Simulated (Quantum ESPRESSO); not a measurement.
# NaF (Villiaumite): phonons by linear response, part 2 of 3

How does NaF (Villiaumite) vibrate, and is this structure a minimum?

Quantum ESPRESSO 7.5; DFT LDA, scalar-relativistic, plane waves, PseudoDojo norm-conserving pseudopotentials.

So far. Step 2 (A first look): A gap of 6.0 eV opens on this mesh, so the crystal is taken as an insulator; the start stands at -4.5 GPa. Step 4 (Ground state): The cell stands at -0.002 GPa, close enough for phonons. The relaxed cell has a = 4.502 Å (conventional setting).

### Step 5. Phonons on a q mesh

Linear response treats each wavevector in the unit cell, with no supercell; the 4×4×4 mesh fixes the range of the force constants to be had.

ph.in

```
phonons
&INPUTPH
  prefix = 'x'
  outdir = './tmp'
  fildyn = 'x.dyn'
  tr2_ph = 1.0d-18
  epsil  = .true.
  ldisp  = .true.
  nq1    = 4
  nq2    = 4
  nq3    = 4
/
```

On the command line:

```sh
$ OMP_NUM_THREADS=1 mpirun -n 4 ph.x -nk 4 -in ph.in > ph.out
```

Numbers of over 12 decimals in the logs are rounded to 6 here.

The program printed:

```text
[banners, grids, parts of the stress and lines that vanish by symmetry left out]
[banner, memory and clock lines left out]
Program PHONON v.7.5

[...]
Exchange-correlation= PW
                           (   1   4   0   0   0   0   0)
[...]
(   8 q-points):
[...]
kinetic-energy cut-off    =      88.0000  Ry
     charge density cut-off    =     352.0000  Ry
     convergence threshold     =      1.0E-18
[...]
Exchange-correlation= PW
                           (   1   4   0   0   0   0   0)
[...]
q = (   0.0000000   0.0000000   0.0000000 )
     49 Sym.Ops. (with q -> -q+G )
     G cutoff =  322.7340  (  17153 G-vectors)     FFT grid: ( 36, 36, 36)
     number of k points=    29
[...]
Mode symmetry, O_h (m-3m)  point group:
[...]
Dielectric constant
[...]
End of electric fields calculation
          Dielectric constant in cartesian axis
          (       1.930609976      -0.000000000      -0.000000000 )
          (      -0.000000000       1.930609976       0.000000000 )
          (      -0.000000000       0.000000000       1.930609976 )
          Effective charges (d Force / dE) in cartesian axis without acoustic sum rule applied (asr)
           atom    1  Na    Mean Z*:        0.99910
      Ex  (        0.99910        0.00000        0.00000 )
      Ey  (        0.00000        0.99910       -0.00000 )
      Ez  (        0.00000       -0.00000        0.99910 )
           atom    2  F     Mean Z*:       -0.99841
      Ex  (       -0.99841       -0.00000        0.00000 )
      Ey  (       -0.00000       -0.99841        0.00000 )
      Ez  (       -0.00000        0.00000       -0.99841 )
          Effective charges Sum: Mean:        0.00069
[...]
Effective charges (d Force / dE) in cartesian axis with asr applied:
           atom    1  Na    Mean Z*:        0.99875
[...]
atom    2  F     Mean Z*:       -0.99875
[...]
Representation #   1 modes #   1   2   3
[...]
End of self-consistent calculation
     Convergence has been achieved
     Representation #   2 modes #   4   5   6
[...]
End of self-consistent calculation
     Convergence has been achieved
[...]
Dielectric constant in cartesian axis
          (       1.930609976      -0.000000000      -0.000000000 )
          (      -0.000000000       1.930609976       0.000000000 )
          (      -0.000000000       0.000000000       1.930609976 )
          Effective charges (d Force / dE) in cartesian axis without acoustic sum rule applied (asr)
           atom    1  Na    Mean Z*:        0.99910
      Ex  (        0.99910        0.00000        0.00000 )
      Ey  (        0.00000        0.99910       -0.00000 )
      Ez  (        0.00000       -0.00000        0.99910 )
           atom    2  F     Mean Z*:       -0.99841
      Ex  (       -0.99841       -0.00000        0.00000 )
      Ey  (       -0.00000       -0.99841        0.00000 )
      Ez  (       -0.00000        0.00000       -0.99841 )
          Effective charges Sum: Mean:        0.00069
[...]
Effective charges (d Force / dE) in cartesian axis with asr applied:
           atom    1  Na    Mean Z*:        0.99875
[...]
atom    2  F     Mean Z*:       -0.99875
[...]
Effective charges (d P / du) in cartesian axis
[...]
q = (    0.000000000   0.000000000   0.000000000 )
[...]
freq (    1) =       0.191284 [THz] =       6.380544 [cm-1]
     freq (    2) =       0.191284 [THz] =       6.380544 [cm-1]
     freq (    3) =       0.191284 [THz] =       6.380544 [cm-1]
     freq (    4) =       8.273933 [THz] =     275.988695 [cm-1]
     freq (    5) =       8.273933 [THz] =     275.988695 [cm-1]
     freq (    6) =       8.273933 [THz] =     275.988695 [cm-1]
[...]
Mode symmetry, O_h (m-3m)  point group:
     freq (   1-   3) =          6.4  [cm-1]   --> T_1u G_15  G_4- I
     freq (   4-   6) =        276.0  [cm-1]   --> T_1u G_15  G_4- I
[...]
Mode symmetry, C_3v (3m)   point group:
[...]
Representation #   1 mode #   1
[...]
End of self-consistent calculation
     Convergence has been achieved
     Representation #   2 mode #   2
[...]
End of self-consistent calculation
     Convergence has been achieved
     Representation #   3 modes #   3   4
[...]
Convergence has been achieved
     Representation #   4 modes #   5   6
[...]
Convergence has been achieved
[...]
q = (   -0.176776695   0.176776695  -0.176776695 )
[...]
freq (    1) =       3.557701 [THz] =     118.672135 [cm-1]
     freq (    2) =       3.557701 [THz] =     118.672135 [cm-1]
     freq (    3) =       5.323280 [THz] =     177.565514 [cm-1]
     freq (    4) =       7.816816 [THz] =     260.740901 [cm-1]
     freq (    5) =       7.816816 [THz] =     260.740901 [cm-1]
     freq (    6) =      12.051941 [THz] =     402.009469 [cm-1]
[...]
Mode symmetry, C_3v (3m)   point group:
     freq (   1-   2) =        118.7  [cm-1]   --> E    L_3
     freq (   3-   3) =        177.6  [cm-1]   --> A_1  L_1
     freq (   4-   5) =        260.7  [cm-1]   --> E    L_3
     freq (   6-   6) =        402.0  [cm-1]   --> A_1  L_1
[...]
Mode symmetry, D_3d (-3m)  point group:
[...]
Representation #   1 mode #   1
[...]
Convergence has been achieved
     Representation #   2 modes #   2   3
[...]
Convergence has been achieved
     Representation #   3 mode #   4
[...]
Convergence has been achieved
     Representation #   4 modes #   5   6
[...]
Convergence has been achieved
[...]
q = (    0.353553391  -0.353553391   0.353553391 )
[...]
freq (    1) =       5.924113 [THz] =     197.607140 [cm-1]
     freq (    2) =       5.924113 [THz] =     197.607140 [cm-1]
[...]
Mode symmetry, D_3d (-3m)  point group:
     freq (   1-   2) =        197.6  [cm-1]   --> E_u  L_3'
     freq (   3-   4) =        220.8  [cm-1]   --> E_g  L_3
     freq (   5-   5) =        316.9  [cm-1]   --> A_2u L_2'
     freq (   6-   6) =        320.9  [cm-1]   --> A_1g L_1
[...]
Mode symmetry, C_4v (4mm)  point group:
[...]
Convergence has been achieved
[...]
Convergence has been achieved
[...]
Convergence has been achieved
[...]
Convergence has been achieved
[...]
q = (    0.000000000   0.353553391   0.000000000 )
[...]
Mode symmetry, C_4v (4mm)  point group:
     freq (   1-   2) =        102.7  [cm-1]   --> E    G_5 D_5
     freq (   3-   3) =        218.7  [cm-1]   --> A_1  G_1 D_1
     freq (   4-   5) =        283.3  [cm-1]   --> E    G_5 D_5
     freq (   6-   6) =        358.8  [cm-1]   --> A_1  G_1 D_1
[...]
Mode symmetry, C_s (m)     point group:
[...]
q = (    0.530330086  -0.176776695   0.530330086 )
[...]
Mode symmetry, C_s (m)     point group:
     freq (   1-   1) =        159.3  [cm-1]   --> A''
     freq (   2-   2) =        205.8  [cm-1]   --> A'
     freq (   3-   3) =        244.3  [cm-1]   --> A'
     freq (   4-   4) =        266.8  [cm-1]   --> A''
     freq (   5-   5) =        285.9  [cm-1]   --> A'
     freq (   6-   6) =        316.2  [cm-1]   --> A'
[...]
Mode symmetry, C_2v (mm2)  point group:
[...]
q = (    0.353553391   0.000000000   0.353553391 )
[...]
Mode symmetry, C_2v (mm2)  point group:
     freq (   1-   1) =        168.7  [cm-1]   --> B_2  D_4  S_4
     freq (   2-   2) =        195.8  [cm-1]   --> B_1  D_3  S_3
     freq (   3-   3) =        222.7  [cm-1]   --> B_1  D_3  S_3
     freq (   4-   4) =        249.8  [cm-1]   --> A_1  D_1  S_1
     freq (   5-   5) =        292.0  [cm-1]   --> B_2  D_4  S_4
     freq (   6-   6) =        336.1  [cm-1]   --> A_1  D_1  S_1
[...]
Mode symmetry, D_4h(4/mmm) point group:
[...]
Convergence has been achieved
[...]
Convergence has been achieved
[...]
Convergence has been achieved
[...]
Convergence has been achieved
[...]
q = (    0.000000000  -0.707106781   0.000000000 )
[...]
freq (    5) =       8.707266 [THz] =     290.443135 [cm-1]
     freq (    6) =       9.324137 [THz] =     311.019726 [cm-1]
[...]
Mode symmetry, D_4h(4/mmm) point group:
     freq (   1-   2) =        144.4  [cm-1]   --> E_u  X_5' M_5'
     freq (   3-   3) =        265.6  [cm-1]   --> A_2u X_4' M_4'
     freq (   4-   5) =        290.4  [cm-1]   --> E_u  X_5' M_5'
     freq (   6-   6) =        311.0  [cm-1]   --> A_2u X_4' M_4'
[...]
Mode symmetry, D_2d (-42m) point group:
[...]
Representation #   1 mode #   1
[...]
Convergence has been achieved
     Representation #   2 mode #   2
[...]
Convergence has been achieved
     Representation #   3 modes #   3   4
[...]
End of self-consistent calculation
     Convergence has been achieved
     Representation #   4 modes #   5   6
[...]
End of self-consistent calculation
     Convergence has been achieved
[...]
q = (   -0.353553391  -0.707106781   0.000000000 )
[...]
freq (    1) =       6.437887 [THz] =     214.744789 [cm-1]
     freq (    2) =       6.437887 [THz] =     214.744789 [cm-1]
     freq (    3) =       6.784528 [THz] =     226.307491 [cm-1]
     freq (    4) =       7.488481 [THz] =     249.788826 [cm-1]
     freq (    5) =       9.010078 [THz] =     300.543861 [cm-1]
     freq (    6) =       9.010078 [THz] =     300.543861 [cm-1]
[...]
Mode symmetry, D_2d (-42m) point group:
     freq (   1-   2) =        214.7  [cm-1]   --> E    X_5  W_3
     freq (   3-   3) =        226.3  [cm-1]   --> B_2  X_3  W_2
     freq (   4-   4) =        249.8  [cm-1]   --> A_1  X_1  W_1
     freq (   5-   6) =        300.5  [cm-1]   --> E    X_5  W_3
```

Elapsed: 19 min, on 4 MPI ranks of Arm Neoverse V1, shared host.

Read from the output:

* miss of the charge sum rule: 6.90e-4 e
* largest acoustic frequency at the zone centre before the sum rule: 6.38 cm⁻¹
* highest optical zone-centre mode (no LO-TO term): 276.0 cm⁻¹
* lowest optical zone-centre mode: 276.0 cm⁻¹
* mean high-frequency dielectric constant: 1.931
* largest Born charge in size (third of the trace): 0.9991 e
* lowest mode on the q mesh (acoustic ones at the zone centre apart): 102.7 cm⁻¹

Frequencies (cm⁻¹) at each irreducible wavevector; negative means imaginary. Frequencies by wavevector:

| q (fractions) | star | mode 1 | mode 2 | mode 3 | mode 4 | mode 5 | mode 6 |
| --- | --- | --- | --- | --- | --- | --- | --- |
| 0 0 0 | 1 | 6.38 | 6.38 | 6.38 | 276 | 276 | 276 |
| 0 0 0.25 | 8 | 118.7 | 118.7 | 177.6 | 260.7 | 260.7 | 402 |
| 0 0 -0.5 | 4 | 197.6 | 197.6 | 220.8 | 220.8 | 316.9 | 320.9 |
| 0 0.25 0.25 | 6 | 102.7 | 102.7 | 218.7 | 283.3 | 283.3 | 358.8 |
| 0 0.25 -0.5 | 24 | 159.3 | 205.8 | 244.3 | 266.8 | 285.9 | 316.2 |
| 0 0.25 -0.25 | 12 | 168.7 | 195.8 | 222.7 | 249.8 | 292 | 336.1 |
| 0 -0.5 -0.5 | 3 | 144.4 | 144.4 | 265.6 | 290.4 | 290.4 | 311 |
| 0.25 -0.5 -0.25 | 6 | 214.7 | 214.7 | 226.3 | 249.8 | 300.5 | 300.5 |

Born charge (rows field, columns displacement), before the sum rule (e), principal values of the symmetric part by kind of site:

| atom | atoms with these values | low | middle | high | mean |
| --- | --- | --- | --- | --- | --- |
| Na1 | 1 | 0.9991 | 0.9991 | 0.9991 | 0.9991 |
| F2 | 1 | -0.9984 | -0.9984 | -0.9984 | -0.9984 |

In full for Na1:

```
0.9991 0.0000 0.0000
0.0000 0.9991 0.0000
0.0000 0.0000 0.9991
```

High-frequency dielectric tensor:

```
1.93 0.00 0.00
0.00 1.93 0.00
0.00 0.00 1.93
```

The acoustic modes at Γ come out as far as 6.4 cm⁻¹ from zero, where they should vanish, a small numerical error; the Born charges miss their sum rule by 6.9e-4 e, which is good.

### Step 6. Force constants in real space

The dynamical matrices of the mesh are Fourier-transformed to force constants in real space, after the long-range dipole part is taken out.

q2r.in

```
&INPUT
  fildyn = 'x.dyn'
  zasr   = 'simple'
  flfrc  = 'x.fc'
/
```

On the command line:

```sh
$ q2r.x < q2r.in > q2r.out
```

The program printed:

```text
[banners, grids, parts of the stress and lines that vanish by symmetry left out]
[banner, memory and clock lines left out]
Program Q2R v.7.5

  reading grid info from file x.dyn0

  reading force constants from file x.dyn1
 macroscopic fields = T
   1.93061  -0.00000  -0.00000
  -0.00000   1.93061   0.00000
[...]
na=            1
[...]
na=            2
[...]
-0.00000  -0.99841   0.00000
  -0.00000   0.00000  -0.99841
  alpha Ewald:   0.916858
  nqs=            1
 q=   0.00000000  0.00000000  0.00000000
  reading force constants from file x.dyn2
  alpha Ewald:   0.916858
  nqs=            8
 q=  -0.17677670  0.17677670 -0.17677670
[...]
reading force constants from file x.dyn7
  alpha Ewald:   0.916858
  nqs=            3
[...]
reading force constants from file x.dyn8
  alpha Ewald:   0.916858
  nqs=            6
[...]
q=  -0.70710678 -0.35355339 -0.00000000
 q=   0.00000000 -0.35355339 -0.70710678

      q-space grid ok, #points =   64

      fft-check warning: sum of imaginary terms = 2.476075E-09
```

The job ended after 0.49 s (1 thread).

### Step 7. Interpolated phonon bands

From the force constants any wavevector is cheap; points of the mesh come back as solved, but for the sum rule and, in polar crystals, the LO-TO term at Γ; the rest is interpolation.

matdyn.in

```
&INPUT
  asr              = 'simple'
  flfrc            = 'x.fc'
  flfrq            = 'x.freq'
  flvec            = 'x.modes'
  q_in_band_form   = .true.
  q_in_cryst_coord = .true.
/
8
  0.0000000   0.0000000   0.0000000  12  ! GAMMA
  0.0000000   0.5000000   0.5000000  12  ! X
  0.0000000   0.6250000   0.3750000   1  ! U
 -0.3750000   0.3750000   0.0000000  12  ! K
  0.0000000   0.0000000   0.0000000  12  ! GAMMA
  0.0000000   0.5000000  -0.0000000  12  ! L
 -0.2500000   0.5000000   0.2500000  12  ! W
  0.0000000   0.5000000   0.5000000   1  ! X
```

On the command line:

```sh
$ matdyn.x -in matdyn.in > matdyn.out
```

The program printed:

```text
[banner, memory and clock lines left out]
Program MATDYN v.7.5

 mass for atomic type   1 not given; uses mass from file x.fc
 mass for atomic type   2 not given; uses mass from file x.fc
```

The job ended after 0.5 s (1 thread).

Numbers from this step:

| Item | Value |
| --- | --- |
| lowest frequency on the path | 0 cm⁻¹ |

Matdyn.x, sum rule simple. Phonon branches along the path, in cm⁻¹:

| point | branch 1 | branch 2 | branch 3 | branch 4 | branch 5 | branch 6 |
| --- | --- | --- | --- | --- | --- | --- |
| Γ | 0 | 0 | 0 | 276 | 276 | 428 |
| halfway | 102 | 102 | 219 | 283 | 283 | 359 |
| X | 144 | 144 | 266 | 290 | 290 | 311 |
| halfway | 150 | 169 | 259 | 285 | 292 | 309 |
| U | 166 | 223 | 239 | 268 | 291 | 305 |
| jump to K | 166 | 223 | 239 | 268 | 291 | 305 |
| halfway | 126 | 157 | 206 | 240 | 286 | 376 |
| Γ | 0 | 0 | 0 | 276 | 276 | 428 |
| halfway | 118 | 118 | 178 | 261 | 261 | 402 |
| L | 197 | 197 | 221 | 221 | 317 | 321 |
| halfway | 193 | 200 | 247 | 255 | 293 | 307 |
| W | 215 | 215 | 226 | 250 | 300 | 300 |
| halfway | 168 | 178 | 252 | 279 | 293 | 308 |
| X | 144 | 144 | 266 | 290 | 290 | 311 |

The phonon branches as a text plot (rows in cm⁻¹):

```
    419 |***                       ********
    401 |   **                    *        **
    384 |     *                 **           **
    366 |      *               *               *
    348 |                                       *
    330 |       *             *
    312 |        *********   *                   ******     *****
    294 |        ****************                    ************
    276 |******** ***   **  *    **********     *            **
    259 |        *   **** ** **  ***       *** *     ******** ***
    241 |       *        *  *   *             ***   *** **  **
    223 |      *          ** ***              *  ****     **
    205 |                *  **  *            *   ********* **
    187 |     *         *   **** *              *  ****     **
    169 |              * ***  *             *  *             **
    152 |    *      *****      ** *        *  *                **
    134 |        ***            **           *
    116 |   *   *                 **      * *
     98 |      *                 *       * *
     80 |  * **                   ***     *
     62 |   *                      **   **
     45 | **                        *** *
     27 | *                          **
      9 |*                             *
         Γ           X  U|K            Γ         L        W     X
```

All branches are real along the path.

### Step 8. Sums over the zone

Sums over the zone need many more wavevectors than were solved, so the interpolation is sampled on a dense mesh.

matdyn.in

```
&INPUT
  asr    = 'simple'
  flfrc  = 'x.fc'
  dos    = .true.
  fldos  = 'x.dos'
  nk1    = 17
  nk2    = 17
  nk3    = 17
  deltaE = 1.0
/
```

On the command line:

```sh
$ matdyn.x -in matdyn.in > matdyn.out
```

The program printed:

```text
[banner, memory and clock lines left out]
Program MATDYN v.7.5

 mass for atomic type   1 not given; uses mass from file x.fc
 mass for atomic type   2 not given; uses mass from file x.fc
```

It took 5.7 s on 1 thread.

Read from the output:

* share of modes beyond 3i cm⁻¹ on the dense interpolated mesh: 0
* zero-point energy per atom: 44.65 meV
* heat capacity at 300 K: 22.21 J/(mol atoms K)
* vibrational entropy at 300 K: 24.07 J/(mol atoms K)

The phonon density of states has structure finer than the step of the table below, so its rows give means over 20 cm⁻¹, whole bins alone (the curve runs from 0 to 428 cm⁻¹). Peaks (cm⁻¹: height): total 200.0: 0.0311, 244.0: 0.0393, 292.0: 0.0667, 306.0: 0.0422; F 188.0: 0.00878, 242.0: 0.0221, 292.0: 0.0350, 306.0: 0.0329; Na 188.0: 0.0210, 200.0: 0.0248, 244.0: 0.0177, 292.0: 0.0317, 302.0: 0.0110.

Tetrahedra. The phonon density of states by wavenumber; means over each step; values in 1/cm⁻¹/cell:

| wavenumber (cm⁻¹) | total | F | Na |
| --- | --- | --- | --- |
| 20 | 8.9e-5 | 3.9e-5 | 4.8e-5 |
| 40 | 5.6e-4 | 2.5e-4 | 3.0e-4 |
| 60 | 0.00144 | 6.5e-4 | 8.0e-4 |
| 80 | 0.00279 | 0.00124 | 0.00155 |
| 100 | 0.00477 | 0.00208 | 0.00268 |
| 120 | 0.00781 | 0.00334 | 0.00448 |
| 140 | 0.0137 | 0.00567 | 0.00805 |
| 160 | 0.0198 | 0.00775 | 0.0120 |
| 180 | 0.0248 | 0.00825 | 0.0165 |
| 200 | 0.0244 | 0.00596 | 0.0184 |
| 220 | 0.0166 | 0.00869 | 0.00792 |
| 240 | 0.0334 | 0.0202 | 0.0133 |
| 260 | 0.0367 | 0.0191 | 0.0176 |
| 280 | 0.0444 | 0.0235 | 0.0209 |
| 300 | 0.0348 | 0.0221 | 0.0127 |
| 320 | 0.0115 | 0.00827 | 0.00324 |
| 340 | 0.00746 | 0.00454 | 0.00293 |
| 360 | 0.00569 | 0.00324 | 0.00245 |
| 380 | 0.00441 | 0.00245 | 0.00197 |
| 400 | 0.00317 | 0.00174 | 0.00143 |

Harmonic thermodynamic functions per atom, summed over the density of states scaled to three modes an atom; melting is ignored. Thermodynamic functions:

| T (K) | F_vib (meV/atom) | S (J/mol-atom/K) | C_V (J/mol-atom/K) |
| --- | --- | --- | --- |
| 0 | 44.65 | 0 | 0 |
| 50 | 44.56 | 0.778 | 2.458 |
| 100 | 43.2 | 4.95 | 10.56 |
| 200 | 32.45 | 15.58 | 19.4 |
| 300 | 11.71 | 24.07 | 22.21 |
| 400 | -16.77 | 30.64 | 23.35 |
| 500 | -51.35 | 35.91 | 23.91 |
| 600 | -90.91 | 40.3 | 24.21 |
| 700 | -134.7 | 44.05 | 24.41 |
| 800 | -182.1 | 47.32 | 24.53 |
| 900 | -232.6 | 50.21 | 24.62 |
| 1000 | -286 | 52.81 | 24.68 |

At 300 K the heat capacity has reached 89 % of the Dulong-Petit value.

### Step 9. Zone-centre analysis

A rigid shift of the crystal must cost nothing, but grids and finite bases break this; the acoustic sum rule is imposed before the matrix is diagonalised again. With Born charges the intensities follow, and the static dielectric tensor.

dynmat.in

```
&INPUT
  fildyn = 'x.dyn1'
  asr    = 'simple'
  fileig = 'dynmat.eig'
  lperm  = .true.
/
```

On the command line:

```sh
$ dynmat.x -in dynmat.in > dynmat.out
```

The program printed:

```text
[banner, memory and clock lines left out]
Program DYNMAT v.7.5

     Reading Dynamical Matrix from file x.dyn1
     ...Force constants read
     ...epsilon and Z* read
     A direction for q was not specified:TO-LO splitting will be absent

     Polarizability (A^3 units)
     multiply by 0.763240 for Clausius-Mossotti correction
         1.689814   -0.000000   -0.000000
        -0.000000    1.689814    0.000000
        -0.000000    0.000000    1.689814

     IR activities are in (D/A)^2/amu units

# mode   [cm-1]    [THz]      IR
    1     -0.00   -0.0000    0.0000
    2     -0.00   -0.0000    0.0000
    3      0.00    0.0000    0.0000
    4    275.93    8.2723    2.2124
    5    275.93    8.2723    2.2124
    6    275.93    8.2723    2.2124

Electronic dielectric permittivity tensor (relative, adimensional)
         1.930610   -0.000000   -0.000000
        -0.000000    1.930610    0.000000
        -0.000000    0.000000    1.930610

 ... with zone-center polar mode contributions
         4.646576   -0.000000   -0.000000
        -0.000000    4.646576    0.000000
        -0.000000    0.000000    4.646576
```

Run time: 0.45 s. Hardware: 1 thread.

This step gave:

```
highest optical zone-centre mode (no LO-TO term) : 275.9 cm⁻¹
lowest optical zone-centre mode                  : 275.9 cm⁻¹
mean static dielectric constant                  : 4.647
```

Unit eigenvectors of the mass-weighted matrix after the sum rule; no LO-TO term. The modes at Γ (shares of kinetic energy by element, %):

| mode | frequency (cm⁻¹) | symmetry | Na % | F % |
| --- | --- | --- | --- | --- |
| 1 | 0.0 | acoustic | 55 | 45 |
| 2 | 0.0 | acoustic | 55 | 45 |
| 3 | 0.0 | acoustic | 55 | 45 |
| 4 | 275.9 | T1u | 45 | 55 |
| 5 | 275.9 | T1u | 45 | 55 |
| 6 | 275.9 | T1u | 45 | 55 |

Displacements in mode 5 (275.9 cm⁻¹), the largest set to 1:
```
Na1  0.00  0.00 -0.83
F2   0.00  0.00  1.00
```

Degenerate modes summed, no LO-TO term. Lines of the infrared spectrum (strongest = 100):

| position (cm⁻¹) | lines merged | label | IR intensity, relative |
| --- | --- | --- | --- |
| 276 | 3 | T1u | 100 |

Static dielectric tensor (ions relaxed, fixed cell):

```
4.65 0.00 0.00
0.00 4.65 0.00
0.00 0.00 4.65
```

The rule moves no optical mode by more than 0.1 cm⁻¹.

(Continued in part 3 of 3.)

[Host names and launcher messages were left out of these logs when they were recorded.]

[Logs are printed without paths, hosts, clocks, repeated set-up lines and the standing remarks that a program may print on its own settings, such as how far it seeks lower states.]

[Hosts, paths, dates, database ids (printed as entryN), source tags and the programs' standing remarks are cut or masked in the printed files.]
